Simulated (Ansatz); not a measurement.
**A faulty run on SnO2(001) slab (96 atoms)**

Program: Ansatz 0.2.0. The cell: 32 Sn and 64 O.

Contents of input.yaml:

```yaml
crystal:
  lattice:
    - [9.474, 0.0, 0.0]
    - [0.0, 9.474, 0.0]
    - [0.0, 0.0, 23.151]
  atoms:
    - { symbol: Sn, position: [0.99797, 0.00175, 0.25974] }
    - { symbol: Sn, position: [0.25095, 0.25062, 0.32914] }
    - { symbol: O, position: [0.15302, 0.15437, 0.25937] }
    - { symbol: O, position: [0.34694, 0.34778, 0.25783] }
    - { symbol: O, position: [0.09581, 0.40234, 0.32783] }
    - { symbol: O, position: [0.40421, 0.09807, 0.32849] }
    - { symbol: Sn, position: [0.00322, 0.99862, 0.39673] }
    - { symbol: Sn, position: [0.24714, 0.25285, 0.46668] }
    - { symbol: O, position: [0.15544, 0.15477, 0.39733] }
    - { symbol: O, position: [0.34535, 0.34763, 0.39726] }
    - { symbol: O, position: [0.09452, 0.40228, 0.46488] }
    - { symbol: O, position: [0.40407, 0.09926, 0.46558] }
    - { symbol: Sn, position: [0.99942, 0.00109, 0.5343] }
    - { symbol: Sn, position: [0.25142, 0.25272, 0.60239] }
    - { symbol: O, position: [0.15398, 0.15091, 0.5344] }
    - { symbol: O, position: [0.34552, 0.34875, 0.53544] }
    - { symbol: O, position: [0.09519, 0.40024, 0.60173] }
    - { symbol: O, position: [0.40325, 0.09624, 0.60306] }
    [... 72 atom lines left out ...]
    - { symbol: Sn, position: [0.50026, 0.50323, 0.67087] }
    - { symbol: Sn, position: [0.75669, 0.75157, 0.74085] }
    - { symbol: O, position: [0.65786, 0.6511, 0.67215] }
    - { symbol: O, position: [0.84618, 0.85072, 0.67235] }
    - { symbol: O, position: [0.59498, 0.9016, 0.74221] }
    - { symbol: O, position: [0.90277, 0.59528, 0.74137] }
kpoints:
  mp_grid: { grid: [1, 1, 1] }
hamiltonian:
  xc: pbe
scf:
  occupations: { method: gaussian, width: 0.025 }
  max_iter: 75
output:
  forces: true
basis:
  ecutwfc: "30 meV"
```

Run with:

```
ansatz run input.yaml --threads 4 --pin off --max-ram 15872MiB --backend cpu --events-out ev --progress --plain --runs-dir out
```

What it wrote:

```text
Error: inconsistent input (basis.ecutwfc, kpoints): the smallest per-k basis holds n_pw = 1 plane waves (k-point 0, counted from 0 among those solved) but the deck needs at least 417 band(s) per channel, and no run solves more bands than the smallest per-k basis has plane waves; [...]
```

Elapsed: 0.05 s, on 4 threads of Arm Neoverse V1, shared host; peak memory 0.074 GiB.

What is at fault here, and what would mend it?

A cutoff in the wrong unit: basis.ecutwfc = "30 meV".

The fix is to take out basis.ecutwfc.

The program refused it before any cycle.

[Logs are printed without paths, hosts, clocks, repeated set-up lines and the standing remarks that a program may print on its own settings, such as how far it seeks lower states.]

[Hosts, paths, dates, database ids (printed as entryN), source tags and the programs' standing remarks are cut or masked in the printed files.]
